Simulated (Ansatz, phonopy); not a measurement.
# CdS (Hawleyite, F-43m): a volume series of phonon spectra, part 4 of 4

Wanted: mode Grüneisen parameters of CdS (Hawleyite) and a free-energy fit over volumes.

Ansatz 0.2.0; DFT PBE, scalar-relativistic, plane waves, PAW.

So far. Step 13 (Phonons, V/V0 0.97): No mode is imaginary beyond numerical noise at the solved wavevectors. The highest zone-centre mode (no LO–TO term) moved by +5.8 % for a volume change of -3.0 %. Step 14 (Single point at a scaled cell, V/V0 1.05): The run ends at a pressure of -2.33 GPa.

## (15) Lattice dynamics at this volume, V/V0 1.05 (continued)

LO-TO term included. Phonon branches along the path, in cm⁻¹:

| point | branch 1 | branch 2 | branch 3 | branch 4 | branch 5 | branch 6 |
| --- | --- | --- | --- | --- | --- | --- |
| Γ | 0 | 0 | 0 | 196 | 196 | 261 |
| halfway | 49 | 49 | 92 | 217 | 217 | 260 |
| X | 57 | 57 | 134 | 234 | 234 | 254 |
| halfway | 57 | 62 | 131 | 233 | 238 | 254 |
| U | 56 | 68 | 125 | 228 | 244 | 254 |
| jump to K | 56 | 68 | 125 | 228 | 244 | 254 |
| halfway | 40 | 59 | 95 | 208 | 222 | 259 |
| Γ | 0 | 0 | 0 | 196 | 196 | 261 |
| halfway | 36 | 36 | 90 | 206 | 206 | 262 |
| L | 46 | 46 | 125 | 213 | 213 | 262 |
| halfway | 55 | 66 | 120 | 222 | 234 | 258 |
| W | 62 | 73 | 122 | 237 | 241 | 252 |
| halfway | 59 | 65 | 128 | 236 | 237 | 254 |
| X | 57 | 57 | 134 | 234 | 234 | 254 |

The phonon branches as a text plot (rows in cm⁻¹):

```
    258 |********************************************************
    247 |                ****                            *
    236 |         *******    **                       ***********
    225 |       **       ****  **                   *****
    214 |    ***             *** *            ********
    203 | ***                   ******   *****
    192 |*                           ****
    181 |
    170 |
    159 |
    148 |
    137 |            **                                        **
    126 |         ***  *****                    *****    ******
    115 |        *          ***               **     ****
    104 |       *              *             *
     93 |      *                *           *
     82 |                        *
     71 |    **          ******            *           *******
     60 |   *    **********    ** **      *         *************
     49 |      **          ***** *  *         *********
     38 |  * **                 * **     *  **
     27 |  **                    *****    **
     16 | *                         **  **
      5 |*                           ****
         Γ           X  U|K            Γ         L        W     X
```

No mode is imaginary beyond numerical noise at the solved wavevectors. The highest zone-centre mode (no LO–TO term) moved by -9.1 % for a volume change of +5.0 %.

## (16) How the modes move with volume

This step: DFT PBE, scalar-relativistic, plane waves, PAW (phonopy 4.10.0).

This step gave:

| Item | Value |
| --- | --- |
| share of modes with a negative Grüneisen parameter | 0.332 |

Mean Grüneisen, by row:

| T (K) | heat-capacity-weighted mean | root mean square |
| --- | --- | --- |
| 50 | -0.402 | 1.115 |
| 100 | 0.249 | 1.27 |
| 200 | 0.575 | 1.355 |
| 300 | 0.643 | 1.372 |
| 500 | 0.679 | 1.381 |
| 800 | 0.691 | 1.384 |

Mean mode Grueneisen parameter against wavenumber:

| wavenumber (cm⁻¹) | mean mode Grueneisen parameter |
| --- | --- |
| 5 | - |
| 14 | -1.8 |
| 23 | -1.29 |
| 33 | -1.05 |
| 42 | -1.31 |
| 52 | -1.13 |
| 61 | -0.532 |
| 70 | -0.218 |
| 80 | 1.12 |
| 89 | 1.07 |
| 98 | 1.08 |
| 108 | 1.1 |
| 117 | 1.1 |
| 127 | 1.13 |
| 136 | 1.18 |
| 145 | - |
| 155 | - |
| 164 | - |
| 173 | - |
| 183 | - |
| 192 | - |
| 202 | - |
| 211 | - |
| 220 | 1.88 |
| 230 | 1.86 |
| 239 | 1.81 |
| 248 | 1.73 |
| 258 | 1.58 |
| 267 | 1.37 |
| 276 | 1.41 |

Volume series, by row:

| V/V0 | V (Å³/atom) | pressure (GPa) | E - E0 (meV/atom) | gap (eV) | zero-point energy (meV/atom) | lowest on the path (cm⁻¹) | highest at Gamma without the LO-TO term (cm⁻¹) |
| --- | --- | --- | --- | --- | --- | --- | --- |
| 0.97 | 25.24 | 1.752 | 4.169 | 1.108 | 31.89 | 0 | 228.6 |
| 0.985 | 25.63 | 0.843 | 1.017 | 1.075 | 31.28 | 0 | 222.2 |
| 1 | 26.02 | 0.006 | 0 | 1.042 | 30.68 | 0 | 216 |
| 1.015 | 26.41 | -0.763 | 0.934 | 1.009 | 30.09 | 0 | 210 |
| 1.03 | 26.8 | -1.47 | 3.669 | 0.976 | 29.51 | 0 | 204.1 |
| 1.05 | 27.32 | -2.325 | 9.851 | 0.932 | 28.74 | 0 | 196.5 |

Table of optical frequency at Gamma without the LO-TO term, mode 4 by V/V0:

| V/V0 | optical frequency at Gamma without the LO-TO term, mode 4 (cm⁻¹) |
| --- | --- |
| 0.9700 | 229 |
| 0.9850 | 222 |
| 1.0000 | 216 |
| 1.0150 | 210 |
| 1.0300 | 204 |
| 1.0500 | 196 |

Grüneisen at points, by row:

| point | branch | frequency (cm⁻¹) | mode Grüneisen parameter |
| --- | --- | --- | --- |
| Γ | 4 | 216 | 1.89 |
| Γ | 6 | 277.3 | 1.21 |
| X | 1 | 54.4 | -1.66 |
| X | 3 | 141.3 | 1.13 |
| X | 4 | 255.7 | 1.76 |
| X | 6 | 271.2 | 1.36 |
| U | 1 | 52.7 | -1.63 |
| U | 2 | 68.7 | -0.25 |
| U | 3 | 132.6 | 1.19 |
| U | 4 | 249.4 | 1.79 |
| U | 5 | 262.1 | 1.44 |
| U | 6 | 274.3 | 1.57 |
| K | 1 | 52.7 | -1.63 |
| K | 2 | 68.7 | -0.25 |
| K | 3 | 132.6 | 1.19 |
| K | 4 | 249.4 | 1.79 |
| K | 5 | 262.1 | 1.44 |
| K | 6 | 274.3 | 1.57 |
| L | 1 | 42.9 | -2.04 |
| L | 3 | 130.7 | 0.84 |
| L | 4 | 234.1 | 1.87 |
| L | 6 | 280.8 | 1.41 |
| W | 1 | 61.3 | -0.52 |
| W | 2 | 72.8 | -0.43 |
| W | 3 | 129.4 | 1.27 |
| W | 4 | 258 | 1.42 |
| W | 5 | 258.7 | 1.74 |
| W | 6 | 273 | 1.6 |

## (17) Free-energy fit

This step gave:

```yaml
volume_expansion_coefficient_at_300_k: 20.56 1e-6/K
isothermal_bulk_modulus_at_300_k: 49.55 GPa
c_p_at_300_k: 23.49 J/mol-atom/K
grueneisen_parameter_at_300_k: 0.688
```

The energy (each curve on its own zero) by volume; values in meV/atom:

| volume (Å³/atom) | static | F at 0 K | F at 300 K | F at 900 K |
| --- | --- | --- | --- | --- |
| 25.238 | 4.17 | 5.69 | 6.5 | 10.4 |
| 25.629 | 1.02 | 1.93 | 2.55 | 5.16 |
| 26.019 | 0 | 0.32 | 0.65 | 1.79 |
| 26.409 | 0.93 | 0.66 | 0.61 | 0.13 |
| 26.799 | 3.67 | 2.81 | 2.31 | 0.04 |
| 27.320 | 9.85 | 8.23 | 7.01 | 2.16 |

Phonopy-qha, vinet fit of F(V) at each temperature; no electronic free energy. Qha vinet, by row:

| T (K) | fitted volume (Å³/atom) | alpha_V (1e-6/K) | B_T (GPa) | C_P (J/mol-atom/K) | Grueneisen |
| --- | --- | --- | --- | --- | --- |
| 100 | 26.14 | 5.47 | 51.98 | 15.77 | 0.2834 |
| 150 | 26.15 | 12.52 | 51.41 | 19.71 | 0.5154 |
| 200 | 26.17 | 16.52 | 50.8 | 21.72 | 0.6109 |
| 250 | 26.19 | 18.93 | 50.18 | 22.83 | 0.6592 |
| 300 | 26.22 | 20.56 | 49.55 | 23.49 | 0.6883 |
| 350 | 26.25 | 21.77 | 48.92 | 23.91 | 0.7083 |
| 400 | 26.28 | 22.76 | 48.29 | 24.21 | 0.7236 |
| 450 | 26.31 | 23.61 | 47.66 | 24.42 | 0.7361 |
| 500 | 26.34 | 24.39 | 47.03 | 24.59 | 0.747 |
| 550 | 26.37 | 25.12 | 46.41 | 24.72 | 0.7568 |
| 600 | 26.4 | 25.82 | 45.78 | 24.83 | 0.766 |
| 650 | 26.44 | 26.5 | 45.16 | 24.93 | 0.7748 |
| 700 | 26.48 | 27.18 | 44.54 | 25.02 | 0.7833 |
| 750 | 26.51 | 27.86 | 43.92 | 25.1 | 0.7916 |
| 800 | 26.55 | 28.55 | 43.31 | 25.17 | 0.7998 |
| 850 | 26.59 | 29.24 | 42.7 | 25.24 | 0.8079 |

Volume expansion coefficient, phonopy-qha, Vinet against temperature:

| temperature (K) | volume expansion coefficient, phonopy-qha, Vinet (1e-6/K) |
| --- | --- |
| 75 | 0.76 |
| 125 | 9.47 |
| 150 | 12.5 |
| 200 | 16.5 |
| 225 | 17.9 |
| 275 | 19.8 |
| 300 | 20.6 |
| 350 | 21.8 |
| 375 | 22.3 |
| 425 | 23.2 |
| 450 | 23.6 |
| 500 | 24.4 |
| 525 | 24.8 |
| 575 | 25.5 |
| 600 | 25.8 |
| 650 | 26.5 |
| 675 | 26.8 |
| 725 | 27.5 |
| 750 | 27.9 |
| 800 | 28.6 |
| 825 | 28.9 |
| 875 | 29.6 |

The fit gives a volume expansion of 20.6 × 10⁻⁶/K at 300 K.

## (18) Results

- volume expansion coefficient at 300 K: 20.56 1e-6/K
- isothermal bulk modulus at 300 K: 49.55 GPa
- C_P at 300 K: 23.49 J/mol-atom/K
- Grüneisen parameter at 300 K: 0.688
- mean mode Grüneisen parameter at 300 K: 0.643

What this shows: Near room temperature CdS (Hawleyite) expands by 20.6 × 10⁻⁶/K in volume by PBE, with C_P = 23.5 J/(mol K) per mole of atoms and B_T = 49.5 GPa. C_P at room temperature is 94 % of the classical 3R an atom. The heat-capacity-weighted Grüneisen parameter goes from -0.402 at 50 K to 0.691 at 800 K; 33 % of the modes stiffen on expansion. Weighting γ by the density of states and each mode's heat capacity at 300 K, the lowest third of the frequency range (cuts at 90 and 190 cm⁻¹) pulls the cell inward, while the rest pushes it outward. Among the labelled points γ is largest for branch 4 at Γ (216 cm⁻¹, 1.9) and most negative for branch 1 at L (42.9 cm⁻¹, -2.0). The log warns that the k-mesh is coarse for the response calculation and asks for a check on a denser one. The interpolation has no quadrupole term, so branches near the zone centre are less sure, since this crystal has sites that are not centres of inversion.

[Logs are printed without paths, hosts, clocks, repeated set-up lines and the standing remarks that a program may print on its own settings, such as how far it seeks lower states.]

[Hosts, paths, dates, database ids (printed as entryN), source tags and the programs' standing remarks are cut or masked in the printed files.]

[A step with changed settings may run another functional than the one named; its input shows which.]

[Of the runs on displaced cells, only some may be shown.]
